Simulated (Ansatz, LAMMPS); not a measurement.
## Glassy 75P2O5-12Na2O-12BaO (mol %) (141 atoms) in motion

How do the atoms of glassy 75P2O5-12Na2O-12BaO (mol %) (141 atoms) move, and what local order do they keep?

Program: Ansatz 0.2.0. Level of theory: Kohn-Sham DFT, PBE, PAW (set soft_2), plane waves. Results are calculated unless marked as measured.

## Step 1: Starting point

The cell holds 141 atoms: 36 P, 6 Na, 3 Ba and 96 O. Its edges and angles: a = 12.547 Å, b = 12.547 Å, c = 12.547 Å, α = 90.0°, β = 90.0°, γ = 90.0°. 141 atoms (36 P, 6 Na, 3 Ba, 96 O) placed at random at 2.64 g/cm³, melted at 4000 K for 10 ps at fixed volume with the Morse and Coulomb pair potential with partial charges (Pedone, Malavasi, Menziani, Cormack and Segre, J. Phys. Chem. B 110, 11780 (2006)). Quenched from 4000 K to 300 K at 25 K/ps and fixed volume, held 10 ps at zero pressure, then minimised at fixed cell.

Before any run, some limits are plain. The quench rate of 25 K/ps far exceeds what a furnace or splat quench reaches, so expect more defects and frozen-in strain than in a real sample. The starting topology of bonds comes from the classical model. The Brillouin zone is sampled at Γ only, in a cell whose shortest periodic width is 13 Å. No spin–orbit coupling is included, so levels derived from the heavy atoms are approximate.

## Step 2: Dynamics started at 600 K

Without a thermostat the total energy must stay constant, which tests forces and time step. The time step is 1.0 fs.

Input file input.yaml:

```yaml
crystal:
  lattice:
    - [12.54738, 0.0, 0.0]
    - [0.0, 12.54738, 0.0]
    - [0.0, 0.0, 12.54738]
  atoms:
    - { symbol: P, position: [0.79509, 0.61951, 0.38747] }
    - { symbol: P, position: [0.24724, 0.8989, 0.86509] }
    - { symbol: P, position: [0.97644, 0.36725, 0.12091] }
    - { symbol: P, position: [0.29545, 0.44136, 0.91211] }
    [... 131 atom lines left out ...]
    - { symbol: O, position: [0.34979, 0.64038, 0.15949] }
    - { symbol: O, position: [0.52965, 0.53056, 0.39271] }
    - { symbol: O, position: [0.96089, 0.65706, 0.18018] }
    - { symbol: O, position: [0.35283, 0.1458, 0.99839] }
    - { symbol: O, position: [0.57863, 0.76746, 0.43231] }
    - { symbol: O, position: [0.4085, 0.80561, 0.24804] }
kpoints:
  mp_grid: { grid: [1, 1, 1] }
hamiltonian:
  xc: pbe
scf:
  occupations: { method: fixed }
output:
  forces: true
md:
  timestep: 1.0
  n_steps: 82
  ensemble: nve
  temperature: 600
  initial_velocities: maxwell_boltzmann
  seed: 8682
```

On the command line:

```bash
> ansatz run input.yaml --threads 4 --pin off --max-ram 8192MiB --backend cpu --events-out ev --progress --plain --runs-dir out
```

Wall time 27 min (4 threads of Arm Neoverse V2, shared host); peak memory 3.1 GiB; 1.7 h of CPU time.

The program notes that it switched symmetry off.

The trajectory, sampled:

```tsv
time (fs)	T (K)	potential (meV/atom)	conserved (meV/atom)
0.0	600	0.0	0.00
5.0	632	-4.0	0.04
11.0	829	-29.4	-0.07
16.0	869	-34.5	-0.08
22.0	686	-11.1	0.02
27.0	563	4.8	0.03
33.0	547	6.8	0.06
38.0	705	-13.5	0.00
44.0	875	-35.4	-0.06
49.0	871	-34.8	-0.02
55.0	843	-31.3	-0.05
60.0	788	-24.1	-0.01
66.0	799	-25.5	-0.01
71.0	856	-32.8	-0.04
77.0	837	-30.4	-0.02
82.0	787	-24.0	0.00
```

Mean square displacement from the first frame to the last: P 0.071 Å², Na 0.097 Å², Ba 0.061 Å², O 0.20 Å².

The mean square displacement by time lag:

```tsv
time lag (fs)	Ba (Å²)	Na (Å²)	O (Å²)	P (Å²)
1.0	1.1e-5	3.3e-5	1.2e-4	6.8e-5
2.0	4.3e-5	1.3e-4	4.7e-4	2.7e-4
4.0	1.7e-4	5.2e-4	0.00187	0.00108
7.0	5.3e-4	0.00159	0.00554	0.00321
9.0	8.8e-4	0.00261	0.00889	0.00516
11.0	0.00133	0.00386	0.0128	0.00744
12.0	0.00158	0.00457	0.0149	0.00868
14.0	0.00216	0.00617	0.0194	0.0113
17.0	0.00319	0.00896	0.0266	0.0154
19.0	0.00399	0.0111	0.0315	0.0183
21.0	0.00488	0.0134	0.0364	0.0211
22.0	0.00536	0.0146	0.0388	0.0225
24.0	0.00639	0.0171	0.0437	0.0252
27.0	0.00809	0.0212	0.0508	0.0292
29.0	0.00933	0.0241	0.0555	0.0318
31.0	0.0107	0.0271	0.0601	0.0342
32.0	0.0113	0.0287	0.0624	0.0354
34.0	0.0128	0.0318	0.0669	0.0377
37.0	0.0151	0.0366	0.0736	0.0406
39.0	0.0167	0.0399	0.0780	0.0424
41.0	0.0184	0.0433	0.0823	0.0438
```

Over the second half of 82 fs the temperature averages 833 K with swings of 33 K r.m.s. The conserved energy stays within 0.10 meV/atom. From first frame to last O has the largest mean square displacement, 0.20 Å² at the end; the farthest move is 0.85 Å. The mean temperature of 833 K lies well off the 600 K of the input: without a thermostat, the energy that the start releases heats the cell. The count of bonds goes from 195 in the first frame to 198 in the last, by one set of cutoffs: 3 pairs passed out of them and 6 came within. The run spans 0.08 ps, too short for its means to be equilibrium values.

## Step 3: Local order late in the run

The g(r) is a mean over the second half; what follows it is taken at the last frame.

Density 2.69 g/cm³, 14.01 Å³ an atom.

Mean of 15 frames. Pair distribution functions g(r), in bins of 0.2 Å:

```tsv
r (Å)	total	O-O	O-P	O-Na	O-Ba	P-P	P-Na
1.40	1.30	0.00	3.74	0.00	0.00	0.00	0.00
1.60	3.01	0.00	8.65	0.00	0.00	0.00	0.00
1.80	0.38	0.00	1.08	0.00	0.00	0.00	0.00
2.00	0.03	0.00	0.04	0.25	0.00	0.00	0.00
2.20	0.19	0.19	0.01	1.67	0.00	0.00	0.00
2.40	1.21	2.26	0.03	2.46	0.29	0.00	0.00
2.60	1.72	3.38	0.03	1.43	2.07	0.00	0.00
2.80	0.63	0.88	0.17	0.86	2.46	0.53	0.00
3.00	0.73	0.76	0.28	0.56	0.78	3.26	0.36
3.20	0.83	0.84	0.51	0.63	0.95	2.47	1.49
3.40	0.90	0.85	1.09	0.61	0.22	0.17	3.00
3.60	0.95	0.63	1.48	0.90	0.66	0.24	1.77
3.80	1.18	0.79	1.84	1.02	0.69	0.36	2.26
4.00	1.25	0.85	2.03	0.92	0.52	0.63	1.07
4.20	1.04	0.85	1.27	1.31	0.80	0.77	1.09
4.40	1.00	1.08	0.78	1.03	0.61	1.49	1.18
4.60	1.08	1.26	0.69	1.44	1.04	1.81	0.98
4.80	1.13	1.35	0.76	1.41	1.37	1.49	0.62
5.00	1.04	1.19	0.83	1.05	1.69	1.18	0.55
5.20	0.98	1.00	0.85	0.90	1.39	1.50	0.78
5.40	0.93	0.94	0.89	0.94	0.87	0.96	1.25
5.60	0.97	0.92	1.03	0.88	1.31	0.85	1.08
5.80	1.01	0.89	1.19	1.20	0.97	0.54	1.32
6.00	0.97	0.86	1.19	0.70	0.99	0.74	0.90
6.20	0.98	0.93	1.08	1.09	0.77	0.69	0.84
```

Bonds by pair of elements; cutoffs follow the first minimum of g(r), held within bounds set by covalent radii, and pairs that aren't listed don't count as bonded:

```tsv
pair A-B	cutoff (Å)	bonds	mean length (Å)	spread (Å)	shortest (Å)	B about A	A about B
O-P	2.11	146	1.59	0.098	1.42	1.52	4.06
O-Na	3.08	33	2.50	0.262	1.95	0.344	5.5
O-Ba	3.29	19	2.83	0.237	2.51	0.198	6.33
```

How many atoms have how many bonded neighbours:

```tsv
element	mean	1	2	3	4	5	6	7
Ba	6.33	0	0	0	0	0	2	1
Na	5.5	0	0	0	1	1	4	0
O	2.06	13	64	19	0	0	0	0
P	4.06	0	0	0	34	2	0	0
```

Bond angles, per cent of each kind in bins of 5°:

```tsv
angle (°)	O-P-O	O-Na-O	O-Ba-O	P-O-P	Na-O-P
45–50	0.0	1.3	0.0	0.0	0.0
50–55	0.0	2.6	0.0	0.0	0.0
55–60	0.0	1.3	2.0	0.0	0.0
60–65	0.0	5.3	7.8	0.0	0.0
65–70	0.0	2.6	9.8	0.0	0.0
70–75	0.0	4.0	7.8	0.0	0.0
75–80	0.0	7.9	5.9	0.0	0.0
80–85	0.9	10.5	7.8	0.0	2.6
85–90	3.6	5.3	3.9	0.0	5.1
90–95	9.4	5.3	2.0	0.0	5.1
95–100	10.3	5.3	5.9	0.0	5.1
100–105	17.9	4.0	3.9	0.0	7.7
105–110	16.5	7.9	3.9	0.0	2.6
110–115	14.3	6.6	2.0	2.0	2.6
115–120	10.7	0.0	2.0	2.0	10.3
120–125	8.0	5.3	2.0	8.0	10.3
125–130	4.9	4.0	7.8	14.0	7.7
130–135	1.8	2.6	7.8	12.0	12.8
135–140	0.4	2.6	3.9	16.0	2.6
140–145	0.0	6.6	3.9	6.0	10.3
145–150	0.0	2.6	3.9	10.0	7.7
150–155	0.4	2.6	2.0	8.0	2.6
155–160	0.0	0.0	2.0	12.0	2.6
160–165	0.4	2.6	2.0	2.0	0.0
165–170	0.0	0.0	0.0	4.0	2.6
170–175	0.4	1.3	0.0	2.0	0.0
175–180	0.0	0.0	0.0	2.0	0.0
```

Bond angles (no mean is given where the spread exceeds 20°):

```tsv
angle	count	mean (°)	spread (°)
O-P-O	224	109	12.6
O-Na-O	76	-	-
O-Ba-O	51	-	-
P-O-P	50	142	15
Na-O-P	39	-	-
```

Oxygen atoms by the number of network formers (Si, P, Ge, B, Al, As, Ga) bound to them:

```tsv
network formers bound to O	O atoms	per cent
0	0	0
1	46	47.9
2	50	52.1
```

Network units: each former by its oxygen neighbours and how many of them bridge to another former:

```tsv
former	O neighbours	bridging O	atoms
P	4	2	13
P	4	3	20
P	4	4	1
P	5	5	2
```

Bond length by coordination (bonds to H left out):

```tsv
element	coordination	atoms	mean bond length (Å)
Ba	6	2	2.80
Ba	7	1	2.88
Na	4	1	2.45
Na	5	1	2.51
Na	6	4	2.5
O	1	13	1.47
O	2	64	1.75
O	3	19	2.20
P	4	34	1.59
P	5	2	1.66
```

Rings of the network by King's shortest-path rule, up to 12 atoms, one path for each pair of neighbours; H, halogens, alkali and alkaline-earth atoms are left out, and the last column divides by all other atoms, bonded or not:

```tsv
ring size (atoms)	rings	per network atom
10	3	0.023
12	4	0.03
```

For some of the pairs, g(r) has its first main peak near 2.5 Å (O-O), 1.6 Å (O-P), 2.3 Å (O-Na), 2.7 Å (O-Ba), 3.1 Å (P-P) and 3.4 Å (P-Na). With the cutoffs above, 67 % of Ba atoms have 6, 67 % of Na atoms have 6, 67 % of O atoms have 2 and 94 % of P atoms have 4 bonded neighbours. The O-P-O angle averages 109° with a spread of 13°. 52 % of the oxygens bridge two formers (P) and 48 % are non-bridging. The commonest P unit has 4 oxygens, 3 of them shared with other formers (20 of 36 atoms). Rings of 12 atoms are the most common (57 % of those counted); sizes run from 10 to 12, where the search stops.

## Step 4: Single point at the last frame

The last frame is solved once more, with the analyses that the dynamics left out.

Input file input.yaml:

```yaml
crystal:
  lattice:
    - [12.54738, 0.0, 0.0]
    - [0.0, 12.54738, 0.0]
    - [0.0, 0.0, 12.54738]
  atoms:
    - { symbol: P, position: [0.78859, 0.6159, 0.40172] }
    - { symbol: P, position: [0.25293, 0.89971, 0.86896] }
    - { symbol: P, position: [0.97387, 0.37297, 0.11144] }
    - { symbol: P, position: [0.27738, 0.46416, 0.91675] }
    [... 131 atom lines left out ...]
    - { symbol: O, position: [0.37424, 0.64503, 0.13022] }
    - { symbol: O, position: [0.5121, 0.53093, 0.41253] }
    - { symbol: O, position: [0.96658, 0.66622, 0.18141] }
    - { symbol: O, position: [0.34077, 0.17975, 0.98271] }
    - { symbol: O, position: [0.61868, 0.76059, 0.43654] }
    - { symbol: O, position: [0.43652, 0.80145, 0.21867] }
kpoints:
  mp_grid: { grid: [1, 1, 1] }
hamiltonian:
  xc: pbe
scf:
  occupations: { method: fixed }
output:
  forces: true
  stress: true
  populations: true
  dos:
    method: { smearing: { sigma: 0.15 } }
    de: 0.1
    projected: { site_lists: { Ba: [Ba], Na: [Na], O: [O], P: [P] } }
  eigenvalues: true
  write_density: true
  write_potential: true
  volumetric_format: npy
  elf: true
```

It took 58 s on 4 threads; peak memory 3.1 GiB; 3.8 min of CPU time.

Read from the output:

- free energy: -108480.3600 eV
- free energy per atom: -769.3643 eV/atom
- SCF cycles: 10
- pressure: -1.328 GPa
- r.m.s. force component: 1.325 eV/Å
- longest force: 6.237 eV/Å
- Fermi energy: 3.248 eV
- gap (highest filled to lowest empty level): 2.958 eV
- spilling of the projection: 0.01666

Neighbours are counted within 2.11 Å (O-P), 3.08 Å (O-Na), 3.29 Å (O-Ba), the cutoffs taken from the dynamics.

Length of the force by element and coordination:

```tsv
element	coordination	atoms	mean length of the force (eV/Å)	spread	least	most
Ba	all	3	0.629	0.262	0.268	0.880
Ba	6	2	0.503	0.235	0.268	0.739
Ba	7	1	0.880	0	0.880	0.880
Na	all	6	0.707	0.625	0.114	2.01
Na	4	1	2.01	0	2.01	2.01
Na	5	1	0.735	0	0.735	0.735
Na	6	4	0.375	0.227	0.114	0.726
O	all	96	1.87	0.852	0.620	4.39
O	1	13	1.71	1.11	0.652	3.83
O	2	64	1.96	0.736	0.620	3.98
O	3	19	1.65	0.946	0.630	4.39
P	all	36	2.79	1.20	0.400	6.24
P	4	34	2.83	1.22	0.400	6.24
P	5	2	2.23	0.168	2.06	2.40
```

Löwdin charges by element and coordination (they lack the spilled electrons, 0.099 e an atom on average):

```tsv
element	coordination	atoms	mean charge (e)	spread	least	most
Ba	all	3	1.83	0.0038	1.82	1.83
Ba	6	2	1.83	7.0e-4	1.83	1.83
Ba	7	1	1.82	0	1.82	1.82
Na	all	6	0.781	0.0143	0.768	0.807
Na	4	1	0.807	0	0.807	0.807
Na	5	1	0.791	0	0.791	0.791
Na	6	4	0.772	0.0052	0.768	0.780
O	all	96	-0.759	0.0595	-0.902	-0.664
O	1	13	-0.774	0.0359	-0.856	-0.728
O	2	64	-0.742	0.052	-0.868	-0.664
O	3	19	-0.807	0.0668	-0.902	-0.674
P	all	36	2.13	0.0699	2.00	2.32
P	4	34	2.13	0.0711	2.00	2.32
P	5	2	2.17	0.0196	2.15	2.19
```

States in the cell by windows of 1 eV, zero at the Fermi level; the larger projections on atomic orbitals stand beside the total:

```tsv
from (eV)	to (eV)	total	O p	P p	O s
-18	-17	22.4	0.9	4.3	16.4
-17	-16	2.0	0.1	0.4	1.5
-16	-15	0.0	0.0	0.0	0.0
-15	-14	1.7	1.0	0.2	0.2
-14	-13	5.3	3.0	0.7	0.6
-13	-12	10.0	5.7	1.4	1.1
-12	-11	22.7	7.5	1.8	1.2
-11	-10	22.9	10.4	3.0	1.4
-10	-9	20.2	12.8	4.1	1.3
-9	-8	18.3	12.1	4.2	0.9
-8	-7	17.1	11.4	3.6	1.1
-7	-6	31.1	21.9	3.5	3.7
-6	-5	62.3	46.8	6.1	6.4
-5	-4	77.6	63.7	5.6	5.3
-4	-3	75.3	66.1	3.6	3.1
-3	-2	90.0	81.9	3.7	1.8
-2	-1	95.6	89.6	2.8	0.7
-1	0	42.2	40.3	0.7	0.2
0	1	1.8	1.7	0.0	0.0
1	2	0.0	0.0	0.0	0.0
2	3	1.1	0.3	0.2	0.2
3	4	4.9	1.0	0.7	0.8
4	5	17.2	3.9	3.2	2.2
```

With fixed occupations the program's Fermi level is the highest filled level; weight inside the gap is the broadening of levels at its edges.

Between -26 and -18 eV lie 209 more states.

The levels nearest the highest filled one (over half full), pooled over k-points and spins:

```tsv
level less the highest filled one (eV)	occupation
-0.308	2
-0.213	2
-0.207	2
-0.199	2
-0.156	2
0	2
2.96	0
3.30	0
3.85	0
4.11	0
4.28	0
4.38	0
```

Mean Löwdin charges: Ba +1.83, Na +0.78, O -0.76, P +2.13 e (they miss 1.7 % of the electrons, so they add up to more than the cell's charge).

## Step 5: What came out

* mean temperature, second half: 833.5 K
* temperature swing, second half: 32.9 K
* slope of the conserved energy against time, by least squares: -0.2584 meV/atom/ps
* free energy per atom: -769.3643 eV/atom
* pressure: -1.328 GPa
* r.m.s. force component: 1.325 eV/Å
* gap (highest filled to lowest empty level): 2.958 eV
* wall time of the 2 DFT runs: 28 min

Over the second half of 82 fs the temperature averages 833 K with swings of 33 K r.m.s. The conserved energy stays within 0.10 meV/atom. The mean temperature of 833 K lies well off the 600 K of the input: without a thermostat, the energy that the start releases heats the cell. The count of bonds goes from 195 in the first frame to 198 in the last, by one set of cutoffs: 3 pairs passed out of them and 6 came within. The run spans 0.08 ps, too short for its means to be equilibrium values. With the cutoffs above, 67 % of Ba atoms have 6, 67 % of Na atoms have 6, 67 % of O atoms have 2 and 94 % of P atoms have 4 bonded neighbours. 52 % of the oxygens bridge two formers (P) and 48 % are non-bridging.

The highest filled and lowest empty levels differ by 2.96 eV (at Γ alone); a semilocal functional tends to put such gaps too low. In a disordered cell it changes from sample to sample, and tail or defect levels can set it.

Caveats: The starting topology of bonds comes from the classical model; in DFT 3 of its 195 bonded pairs passed out of the cutoffs and 6 came within them. The pressure of a single frame lacks the kinetic term, about 0.82 GPa here.

[Logs are printed without paths, hosts, clocks, repeated set-up lines and the standing remarks that a program may print on its own settings, such as how far it seeks lower states.]

[Hosts, paths, dates, database ids (printed as entryN), source tags and the programs' standing remarks are cut or masked in the printed files.]
